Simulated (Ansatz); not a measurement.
# Rb on Ti(0001): change of the work function

Wanted: Δφ(θ) for Rb/Ti(0001), starting from the bridge site.

Main program and level: Ansatz 0.2.0; plane-wave DFT, PBEsol, Ansatz PAW.

### Step 1. Set-up

The cell holds 4 atoms: 4 Ti. Cell: a = 2.950 Å, b = 2.950 Å, c = 25.027 Å, α = 90.0°, β = 90.0°, γ = 60.0°. Vacuum lies along c.

### Step 2. The clean slab

The bare slab comes first, as the zero from which every change is counted. The two lowest layers are held at bulk places and the upper ones relax. The dipole correction removes the false field that a one-sided slab makes across the periodic vacuum, so each face gets a flat vacuum level of its own.

The input, input.yaml:

```yaml
crystal:
  lattice:
    - [2.95, 0.0, 0.0]
    - [1.475, 2.5547749412, 0.0]
    - [0.0, 0.0, 25.0269]
  atoms:
    - { symbol: Ti, position: [0.6666666667, 0.6666666667, 0.3596130564] }
    - { symbol: Ti, position: [0.0, 0.0, 0.4532043521] }
    - { symbol: Ti, position: [0.6666666667, 0.6666666667, 0.5467956479] }
    - { symbol: Ti, position: [0.0, 0.0, 0.6403869436] }
kpoints:
  mp_grid: { grid: [12, 12, 1] }
hamiltonian:
  xc: pbesol
scf:
  occupations: { method: fermi_dirac, width: 0.1 }
  convergence: { dr2_threshold: 1.0e-08 }
efield:
  axis: 3
  dipole_correction: true
  ramp_position: 0.97
  ramp_width: 0.06
relax:
  f_tol: 0.02
  max_steps: 60
  constraints: [{ sites: [0, 1] }]
output:
  write_potential: true
  write_density: true
  volumetric_format: npy
```

Launch:

```
$ ansatz run input.yaml --threads 4 --pin off --max-ram 12288MiB --backend cpu --events-out ev --progress --plain --runs-dir out
```

Numbers of over 12 decimals in the logs are rounded to 6 here.

Output:

```text
Engine: ansatz 0.2.0, aarch64-unknown-linux-gnu
Pseudopotentials: kind: paw
Pseudopotential: Ti, paw, valence charge 12, recommended cutoff 420 eV (normal), Ti.paw.azcp
Functional definition: PBEsol
  exchange = pbesol_x
  correlation = pbesol_c
Crystal: 4 atoms, lattice volume = 188.617 Å³
Basis set: ecut = 420 eV, 3611 PW (Γ), exchange–correlation on 40×40×360 points (8 copies of the dense FFT grid, shifted against one another)
Bands: 29, of which v1, the nominal top of the filled ones, is band 24 counted from 1 (23 counted from 0)
Symmetry: 6 space group operations
k-points: 19 of 144 (time reversal used)
Non-local potential: Ti, projectors of the file, l = 0: 3, l = 1: 2, l = 2: 3, l = 3: 1
PAW form: soft (Blöchl's): semilocal exchange-correlation on the pseudo side does not see the compensation charge
PAW frozen core: Ti, regenerated for the run's functional, and the local potential with it (the file was generated under x = pbe(κ = 0.804, μ = 0.219515), c = pbe(β = 0.066725))
PAW one-centre angular grid: Ti, 590 points (default); XC on 64 Gauss nodes
Initial density: superposition of atomic densities (neutral atoms: chi_scale 0, normalization atom), corrected by the library's trained network
Initial wavefunctions: pseudopotential atomic-orbital guess
Functional: x = pbesol(κ = 0.804, μ = 0.123457), c = pbesol(β = 0.046)
SCF iter   1: F=—  HF=-9893.499099 eV  |F-HF|=—  |Δ(HF+E_count)|=         —  Δρ=7.55e-3  dr2=5.56e-1  ethr=1.77e-3  p=0.000 e·Å  D=5.72e-14 V/Å  ΔV_dip=-0.00 eV  dr2_dipole=1.03e-5  V_vac-E_F(+/−)=4.16/4.16 eV  ⟨swp⟩=6.9  Hψ=5641  notcnv=0
efield: sawtooth ramp at fractional position 0.9700 (set: `efield.ramp_position`, or a place that a band, a saddle search or an elastic batch's reference lends), width 0.0600; the density the first Hamiltonian is built on has a dipole p = 0.000 e·Å; the dipole correction subtracts the counter field D = 5.72e-14 V/Å, which shifts the + side's vacuum level by -0.00 eV against the − side's; the planar-averaged density in the ramp window peaks in size at 3.0e-5 e/Å³
automatic band count: the SCF goes on with 34 bands, as 29 were too few: the levels above may hold too much charge
preconditioner: auto → LDOS  [metal: Δε(μ)=0.005 eV  Ē_g=2.791 eV  σ=0.100 eV  W_gap=0.01  n_scr=16 (ndim 8)  ℏωp=10.8 eV  f_vac=0.550  D(μ)=8.32/eV (n_scr^D=88)  β→1.0]
SCF iter   2: F=—  HF=-9893.484200 eV  |F-HF|=—  |Δ(HF+E_count)|=   1.49e-2  Δρ=2.92e-3  dr2=2.61e-2  ethr=1.16e-3  p=-0.000 e·Å  D=-3.68e-5 V/Å  ΔV_dip=0.00 eV  dr2_dipole=2.95e-6  V_vac-E_F(+/−)=4.45/4.45 eV  ⟨swp⟩=2.0  Hψ=923  notcnv=0
SCF iter   3: F=—  HF=-9893.482222 eV  |F-HF|=—  |Δ(HF+E_count)|=   1.98e-3  Δρ=7.77e-4  dr2=2.88e-3  ethr=5.43e-5  p=-0.000 e·Å  D=-4.97e-5 V/Å  ΔV_dip=0.00 eV  dr2_dipole=2.66e-7  V_vac-E_F(+/−)=4.43/4.43 eV  ⟨swp⟩=2.2  Hψ=1022  notcnv=0
SCF iter   4: F=—  HF=-9893.482019 eV  |F-HF|=—  |Δ(HF+E_count)|=   2.02e-4  Δρ=1.87e-4  dr2=8.50e-5  ethr=6.00e-6  p=-0.000 e·Å  D=-1.07e-5 V/Å  ΔV_dip=0.00 eV  dr2_dipole=1.10e-6  V_vac-E_F(+/−)=4.46/4.46 eV  ⟨swp⟩=2.2  Hψ=776  notcnv=0
SCF iter   5: F=—  HF=-9893.482088 eV  |F-HF|=—  |Δ(HF+E_count)|=   6.91e-5  Δρ=1.08e-4  dr2=4.62e-5  ethr=1.77e-7  p=-0.000 e·Å  D=-8.76e-6 V/Å  ΔV_dip=0.00 eV  dr2_dipole=1.20e-7  V_vac-E_F(+/−)=4.47/4.47 eV  ⟨swp⟩=2.9  Hψ=1265  notcnv=0
SCF iter   6: F=—  HF=-9893.482082 eV  |F-HF|=—  |Δ(HF+E_count)|=   6.63e-6  Δρ=3.33e-5  dr2=5.63e-6  ethr=9.63e-8  p=0.000 e·Å  D=3.18e-6 V/Å  ΔV_dip=-0.00 eV  dr2_dipole=4.34e-9  V_vac-E_F(+/−)=4.48/4.48 eV  ⟨swp⟩=2.3  Hψ=884  notcnv=0
SCF iter   7: F=—  HF=-9893.482112 eV  |F-HF|=—  |Δ(HF+E_count)|=   3.06e-5  Δρ=9.08e-6  dr2=2.80e-7  ethr=1.17e-8  p=0.000 e·Å  D=3.16e-6 V/Å  ΔV_dip=-0.00 eV  dr2_dipole=2.37e-11  V_vac-E_F(+/−)=4.48/4.48 eV  ⟨swp⟩=1.9  Hψ=710  notcnv=0
SCF iter   8: F=—  HF=-9893.482113 eV  |F-HF|=—  |Δ(HF+E_count)|=   3.13e-7  Δρ=4.97e-6  dr2=6.33e-8  ethr=5.83e-10  p=0.000 e·Å  D=2.01e-6 V/Å  ΔV_dip=-0.00 eV  dr2_dipole=1.62e-9  V_vac-E_F(+/−)=4.48/4.48 eV  ⟨swp⟩=2.5  Hψ=954  notcnv=0
SCF iter   9: F=—  HF=-9893.482113 eV  |F-HF|=—  |Δ(HF+E_count)|=   2.40e-8  Δρ=2.19e-6  dr2=1.42e-8  ethr=1.32e-10  p=0.000 e·Å  D=9.97e-7 V/Å  ΔV_dip=-0.00 eV  dr2_dipole=2.45e-10  V_vac-E_F(+/−)=4.48/4.48 eV  ⟨swp⟩=2.9  Hψ=1271  notcnv=0
SCF iter  10: F=-9893.482113 eV  HF=-9893.482113 eV  |F-HF|=9.77e-10  |Δ(HF+E_count)|=   3.68e-9  Δρ=6.98e-7  dr2=9.55e-10  ethr=2.08e-11  p=0.000 e·Å  D=6.33e-7 V/Å  ΔV_dip=-0.00 eV  dr2_dipole=3.86e-11  V_vac-E_F(+/−)=4.48/4.48 eV  ⟨swp⟩=8.8  Hψ=3644  notcnv=0
SCF 1 converged in 10 iterations: F = -9893.482113 eV  dr2 = 9.55e-10
  greatest PAW one-centre occupation: 0.999 electrons in one spin orbital (limit 2), on the Ti atom at site 2 (counted from 0), in its partial waves of l = 0
relax step   1: F+E_penalty+E_count = -9893.48211256 eV  Δ(F+E_penalty+E_count) = +0.000e0 eV  max|allowed force component| = 7.385e-1 eV/Å  Δτ_max = 0.0000 Å  (10 SCF iters, accepted)
Bands: 34, of which v1, the nominal top of the filled ones, is band 24 counted from 1 (23 counted from 0)
Initial density: handed on by an earlier stage of this run
Initial wavefunctions: those handed on with the density
SCF iter   1: F=—  HF=-9893.723654 eV  |F-HF|=—  |Δ(HF+E_count)|=         —  Δρ=1.50e-2  dr2=2.80e0  ethr=3.10e-3  p=-0.000 e·Å  D=-4.40e-7 V/Å  ΔV_dip=0.00 eV  dr2_dipole=6.85e-2  V_vac-E_F(+/−)=4.51/4.51 eV  ⟨swp⟩=4.8  Hψ=1851  notcnv=0
efield: sawtooth ramp at fractional position 0.9700 (set: `efield.ramp_position`, or a place that a band, a saddle search or an elastic batch's reference lends), width 0.0600; the density the first Hamiltonian is built on has a dipole p = -0.000 e·Å; the dipole correction subtracts the counter field D = -4.40e-7 V/Å, which shifts the + side's vacuum level by +0.00 eV against the − side's; the planar-averaged density in the ramp window peaks in size at 8.5e-6 e/Å³
preconditioner: auto → LDOS  [metal: Δε(μ)=0.014 eV  Ē_g=2.873 eV  σ=0.100 eV  W_gap=0.03  n_scr=16 (ndim 8)  ℏωp=10.8 eV  f_vac=0.560  D(μ)=7.38/eV (n_scr^D=74)  β→1.0]
SCF iter   2: F=—  HF=-9893.617659 eV  |F-HF|=—  |Δ(HF+E_count)|=   1.06e-1  Δρ=7.32e-3  dr2=5.40e-1  ethr=3.10e-3  p=0.018 e·Å  D=1.70e-2 V/Å  ΔV_dip=-0.43 eV  dr2_dipole=9.75e-2  V_vac-E_F(+/−)=4.08/4.50 eV  ⟨swp⟩=2.1  Hψ=1114  notcnv=0
SCF iter   3: F=—  HF=-9893.577954 eV  |F-HF|=—  |Δ(HF+E_count)|=   3.97e-2  Δρ=2.15e-3  dr2=5.57e-2  ethr=1.13e-3  p=0.007 e·Å  D=6.91e-3 V/Å  ΔV_dip=-0.17 eV  dr2_dipole=1.06e-2  V_vac-E_F(+/−)=4.33/4.50 eV  ⟨swp⟩=2.2  Hψ=1005  notcnv=0
[...]
SCF iter   5: F=—  HF=-9893.575548 eV  |F-HF|=—  |Δ(HF+E_count)|=   1.96e-5  Δρ=8.56e-5  dr2=8.46e-5  ethr=7.57e-7  p=0.004 e·Å  D=3.43e-3 V/Å  ΔV_dip=-0.09 eV  dr2_dipole=1.29e-6  V_vac-E_F(+/−)=4.41/4.50 eV  ⟨swp⟩=2.0  Hψ=871  notcnv=0
SCF iter   6: F=—  HF=-9893.575576 eV  |F-HF|=—  |Δ(HF+E_count)|=   2.80e-5  Δρ=3.89e-5  dr2=1.34e-5  ethr=1.76e-7  p=0.003 e·Å  D=3.10e-3 V/Å  ΔV_dip=-0.08 eV  dr2_dipole=8.85e-8  V_vac-E_F(+/−)=4.42/4.50 eV  ⟨swp⟩=2.0  Hψ=796  notcnv=0
SCF iter   7: F=—  HF=-9893.575575 eV  |F-HF|=—  |Δ(HF+E_count)|=   7.57e-7  Δρ=2.02e-5  dr2=1.72e-6  ethr=2.79e-8  p=0.003 e·Å  D=2.63e-3 V/Å  ΔV_dip=-0.07 eV  dr2_dipole=6.32e-8  V_vac-E_F(+/−)=4.43/4.50 eV  ⟨swp⟩=2.1  Hψ=848  notcnv=0
SCF iter   8: F=—  HF=-9893.575605 eV  |F-HF|=—  |Δ(HF+E_count)|=   2.99e-5  Δρ=8.12e-6  dr2=4.19e-7  ethr=3.58e-9  p=0.003 e·Å  D=2.53e-3 V/Å  ΔV_dip=-0.06 eV  dr2_dipole=5.99e-8  V_vac-E_F(+/−)=4.43/4.50 eV  ⟨swp⟩=2.7  Hψ=1139  notcnv=0
SCF iter   9: F=—  HF=-9893.575605 eV  |F-HF|=—  |Δ(HF+E_count)|=   9.24e-8  Δρ=2.27e-6  dr2=2.13e-8  ethr=8.74e-10  p=0.003 e·Å  D=2.50e-3 V/Å  ΔV_dip=-0.06 eV  dr2_dipole=4.36e-9  V_vac-E_F(+/−)=4.44/4.50 eV  ⟨swp⟩=2.2  Hψ=782  notcnv=0
SCF iter  10: F=-9893.575605 eV  HF=-9893.575605 eV  |F-HF|=2.31e-9  |Δ(HF+E_count)|=   5.21e-9  Δρ=5.99e-7  dr2=1.11e-9  ethr=2.08e-11  p=0.003 e·Å  D=2.49e-3 V/Å  ΔV_dip=-0.06 eV  dr2_dipole=8.03e-11  V_vac-E_F(+/−)=4.44/4.50 eV  ⟨swp⟩=9.6  Hψ=3794  notcnv=0
SCF 3 converged in 10 iterations: F = -9893.575605 eV  dr2 = 1.11e-9
relax step   3: F+E_penalty+E_count = -9893.57560525 eV  Δ(F+E_penalty+E_count) = -1.771e-3 eV  max|allowed force component| = 1.207e-1 eV/Å  Δτ_max = 0.0870 Å  (10 SCF iters, accepted)
iter 1 solved again at ethr=1.50e-3 eV; its pass at ethr=3.10e-3 eV (dr2=7.20e-1 eV) is discarded
SCF iter   1: F=—  HF=-9893.590806 eV  |F-HF|=—  |Δ(HF+E_count)|=         —  Δρ=5.82e-3  dr2=7.82e-1  ethr=1.50e-3  p=0.003 e·Å  D=2.49e-3 V/Å  ΔV_dip=-0.06 eV  dr2_dipole=1.64e-1  V_vac-E_F(+/−)=4.43/4.50 eV  ⟨swp⟩=1.0  Hψ=2125  notcnv=0
efield: sawtooth ramp at fractional position 0.9700 (set: `efield.ramp_position`, or a place that a band, a saddle search or an elastic batch's reference lends), width 0.0600; the density the first Hamiltonian is built on has a dipole p = 0.003 e·Å; the dipole correction subtracts the counter field D = 2.49e-3 V/Å, which shifts the + side's vacuum level by -0.06 eV against the − side's; the planar-averaged density in the ramp window peaks in size at 6.4e-6 e/Å³
preconditioner: auto → LDOS  [metal: Δε(μ)=0.015 eV  Ē_g=2.833 eV  σ=0.100 eV  W_gap=0.04  n_scr=16 (ndim 8)  ℏωp=10.8 eV  f_vac=0.558  D(μ)=7.69/eV (n_scr^D=74)  β→1.0]
SCF iter   2: F=—  HF=-9893.578435 eV  |F-HF|=—  |Δ(HF+E_count)|=   1.24e-2  Δρ=1.80e-3  dr2=2.46e-2  ethr=1.50e-3  p=0.001 e·Å  D=8.75e-4 V/Å  ΔV_dip=-0.02 eV  dr2_dipole=1.85e-4  V_vac-E_F(+/−)=4.48/4.50 eV  ⟨swp⟩=1.2  Hψ=650  notcnv=0
SCF iter   3: F=—  HF=-9893.577890 eV  |F-HF|=—  |Δ(HF+E_count)|=   5.46e-4  Δρ=6.88e-4  dr2=2.97e-3  ethr=5.12e-5  p=0.002 e·Å  D=1.90e-3 V/Å  ΔV_dip=-0.05 eV  dr2_dipole=2.42e-4  V_vac-E_F(+/−)=4.45/4.50 eV  ⟨swp⟩=1.9  Hψ=692  notcnv=0
SCF iter   4: F=—  HF=-9893.577712 eV  |F-HF|=—  |Δ(HF+E_count)|=   1.78e-4  Δρ=7.88e-5  dr2=3.65e-5  ethr=6.20e-6  p=0.002 e·Å  D=2.13e-3 V/Å  ΔV_dip=-0.05 eV  dr2_dipole=1.57e-6  V_vac-E_F(+/−)=4.45/4.50 eV  ⟨swp⟩=2.0  Hψ=829  notcnv=0
SCF iter   5: F=—  HF=-9893.577751 eV  |F-HF|=—  |Δ(HF+E_count)|=   3.88e-5  Δρ=5.10e-5  dr2=2.97e-5  ethr=7.60e-8  p=0.002 e·Å  D=2.40e-3 V/Å  ΔV_dip=-0.06 eV  dr2_dipole=5.15e-6  V_vac-E_F(+/−)=4.44/4.50 eV  ⟨swp⟩=2.3  Hψ=861  notcnv=0
SCF iter   6: F=—  HF=-9893.577750 eV  |F-HF|=—  |Δ(HF+E_count)|=   8.58e-7  Δρ=1.31e-5  dr2=7.83e-7  ethr=6.19e-8  p=0.003 e·Å  D=2.60e-3 V/Å  ΔV_dip=-0.07 eV  dr2_dipole=5.38e-8  V_vac-E_F(+/−)=4.43/4.50 eV  ⟨swp⟩=1.5  Hψ=656  notcnv=0
SCF iter   7: F=—  HF=-9893.577778 eV  |F-HF|=—  |Δ(HF+E_count)|=   2.77e-5  Δρ=5.94e-6  dr2=1.84e-7  ethr=1.63e-9  p=0.003 e·Å  D=2.73e-3 V/Å  ΔV_dip=-0.07 eV  dr2_dipole=2.58e-8  V_vac-E_F(+/−)=4.43/4.50 eV  ⟨swp⟩=2.9  Hψ=1206  notcnv=0
SCF iter   8: F=—  HF=-9893.577778 eV  |F-HF|=—  |Δ(HF+E_count)|=   3.47e-8  Δρ=2.09e-6  dr2=1.19e-8  ethr=3.84e-10  p=0.003 e·Å  D=2.77e-3 V/Å  ΔV_dip=-0.07 eV  dr2_dipole=1.00e-10  V_vac-E_F(+/−)=4.43/4.50 eV  ⟨swp⟩=2.4  Hψ=983  notcnv=0
SCF iter   9: F=-9893.577778 eV  HF=-9893.577778 eV  |F-HF|=2.93e-9  |Δ(HF+E_count)|=   2.97e-8  Δρ=7.31e-7  dr2=1.41e-9  ethr=2.08e-11  p=0.003 e·Å  D=2.77e-3 V/Å  ΔV_dip=-0.07 eV  dr2_dipole=3.22e-10  V_vac-E_F(+/−)=4.43/4.50 eV  ⟨swp⟩=9.7  Hψ=3809  notcnv=0
SCF 4 converged in 9 iterations: F = -9893.577778 eV  dr2 = 1.41e-9
relax step   4: F+E_penalty+E_count = -9893.57777765 eV  Δ(F+E_penalty+E_count) = -2.172e-3 eV  max|allowed force component| = 1.003e-2 eV/Å  Δτ_max = 0.0361 Å  (9 SCF iters, accepted)
NSCF: frozen V_eff on 19 k-points
the band table was solved once a step of the walk had ended and its energy, with any forces and stress, was formed, with the checks that follow a solve (3020 applications of the Hamiltonian). They found nothing against the state; the energy, forces and stress were not computed again (output.eigenvalues in the input reference)
SCF converged after 9 iterations
Free energy (F): -9893.577778 eV
Harris-Foulkes:  -9893.577778 eV  (|F-HF|=2.93e-9)
Internal energy: -9893.328263 eV  (E = F + TS)
E sigma→0 (E₀):  -9893.453021 eV
Entropy (-TS):   -0.249514 eV (-62.379 meV/atom)
Fermi energy:    2.191942 eV
Dipole field:    D = 0.002798 V/Å  (p = 0.002916 e·Å, saw-weighted, corrected)
Work function:   Φ+ = 4.4296 eV   Φ− = 4.4996 eV
Levels:          The Fermi level and band energies are counted from a zero that moves with the ramp; work functions are not
--- Per-component energies (eV) ---
  E_band       = -1159.816736
  E_kinetic    = 1085.903829
  E_local      = -51114.622325  (includes V_loc(G=0)·N_el)
  E_nonlocal   = 39.569157
  E_hartree    = 24997.032340
  E_xc         = -383.739501
  E_vxc        = -481.940960  (∫ρ·V_xc dr)
  E_paw        = -4090.440066  (= ΣΔE_a)
  E_vpaw       = -682.797510  (= ΣTr[D̂ρ^β])
  E_aug_tail   = 0.000449  (compensation charges beyond the density's cutoff)
  E_efield     = 0.000004  (sawtooth field / dipole correction)
  E_vefield    = 0.007720  (∫n·V_field dr)
  E_ewald      = 19572.410311
  E_core_change = 0.557537  (= ΣΔE_core)
  E_smearing   = -0.249514  (= −TS)
  E_closure    = 0.000000  (closes the sum)
  Σ components = -9893.577778   (vs F -9893.577778, Δ=0.00e0)
--- Forces (eV/Å), atoms counted from 1 ---
  atom   1  Ti     0.00000000     0.00000000     0.78298918
  atom   2  Ti     0.00000000    -0.00000000    -0.78831936
  atom   3  Ti    -0.00000000     0.00000000     0.01003445
  atom   4  Ti     0.00000000    -0.00000000    -0.00469621
  max |Σ_I F_I| component: 8.06e-6 eV/Å
--- Band table (eV; the first three rows and the last of 19) ---
  k-point 0: bands = [... 20 lower, 1.9840, 2.1869, 2.6330, 2.7922, 2.7922, 2.8554, 2.8678, 2.8678, ... 6 higher]
  k-point 1: bands = [... 20 lower, 1.9171, 2.1546, 2.4902, 2.5329, 2.7323, 2.8407, 2.8924, 2.9746, ... 6 higher]
  k-point 2: bands = [... 20 lower, 1.6606, 1.9177, 2.0517, 2.3489, 2.4612, 2.6536, 2.9403, 3.0949, ... 6 higher]
  k-point 18: bands = [... 20 lower, 0.9748, 1.4100, 1.5041, 2.1479, 2.1611, 2.2897, 2.3306, 2.4769, ... 6 higher]
--- Relaxed structure (4 steps of the walk, 4 accepted, 0 SCFs on fresh bases) ---
  F+E_penalty+E_count = -9893.57777765 eV   max|allowed force component| = 1.003e-2 eV/Å
  atoms:
    - { symbol: Ti, position: [0.666667, 0.666667, 0.3596130564] }
    - { symbol: Ti, position: [0.0, 0.0, 0.4532043521] }
    - { symbol: Ti, position: [0.666667, 0.666667, 0.546628] }
    - { symbol: Ti, position: [0, 0, 0.631377] }
```

Elapsed: 12 s, on 4 threads of Arm Neoverse V1, shared host; peak memory 0.51 GiB; 47 s of CPU time.

The steps of the relaxation:

| step | energy less that of the first step (eV) | largest force component (eV/Å) |
| --- | --- | --- |
| 1 | 0.0000 | 0.7385 |
| 2 | -0.0917 | 0.2091 |
| 3 | -0.0935 | 0.1207 |
| 4 | -0.0957 | 0.0100 |

The run keeps the 6 symmetry operations that it works with, so distortions that break them were not tested.

The atoms that moved most (Å):

| atom | dx | dy | dz | length |
| --- | --- | --- | --- | --- |
| Ti4 | 0.000 | 0.000 | -0.225 | 0.225 |

The relaxed structure:

```cif
data_structure
_symmetry_space_group_name_H-M 'P 1'
_symmetry_Int_Tables_number 1
_cell_length_a 2.9500
_cell_length_b 2.9500
_cell_length_c 25.0269
_cell_angle_alpha 90.000
_cell_angle_beta 90.000
_cell_angle_gamma 60.000
_cell_volume 188.62
loop_
_atom_site_label
_atom_site_type_symbol
_atom_site_fract_x
_atom_site_fract_y
_atom_site_fract_z
_atom_site_occupancy
Ti1 Ti 0.66667 0.66667 0.35961 1
Ti2 Ti 0.00000 0.00000 0.45320 1
Ti3 Ti 0.66667 0.66667 0.54663 1
Ti4 Ti 0.00000 0.00000 0.63138 1
```

Numbers from this step:

| Item | Value |
| --- | --- |
| energy at zero smearing | -9893.4530 eV |
| work function, upper face | 4.430 eV |
| work function, lower face | 4.500 eV |
| dipole along the normal | 0.002916 e·Å |
| step between the vacuum levels | -0.07002 eV |

Running mean over 2.342 Å of the planar mean; the ramp of the sawtooth is left out. Table of electron's electrostatic potential energy less the Fermi level by z:

| z (Å) | electron's electrostatic potential energy less the Fermi level (eV) |
| --- | --- |
| 4 | 4.50 |
| 5 | 4.48 |
| 6 | 4.32 |
| 7 | 2.98 |
| 8 | -3.06 |
| 9 | -6.68 |
| 10 | -6.52 |
| 11 | -6.50 |
| 12 | -6.60 |
| 13 | -6.58 |
| 14 | -7.10 |
| 15 | -7.85 |
| 16 | -6.61 |
| 17 | -1.69 |
| 18 | 3.43 |
| 19 | 4.32 |
| 20 | 4.42 |
| 21 | 4.43 |

The relaxation took 4 steps and lowered the energy by 0.096 eV; the largest force on the free atoms ends at 0.010 eV/Å.

The work function of the upper face is 4.43 eV.

(Continued in part 2 of 4.)

[Logs are printed without paths, hosts, clocks, repeated set-up lines and the standing remarks that a program may print on its own settings, such as how far it seeks lower states.]

[Hosts, paths, dates, database ids (printed as entryN), source tags and the programs' standing remarks are cut or masked in the printed files.]

[Maps of the electrostatic potential energy from Ansatz leave out the sawtooth potential of an applied field or a dipole correction, so their vacuum need not be flat; planar profiles and work functions include it.]
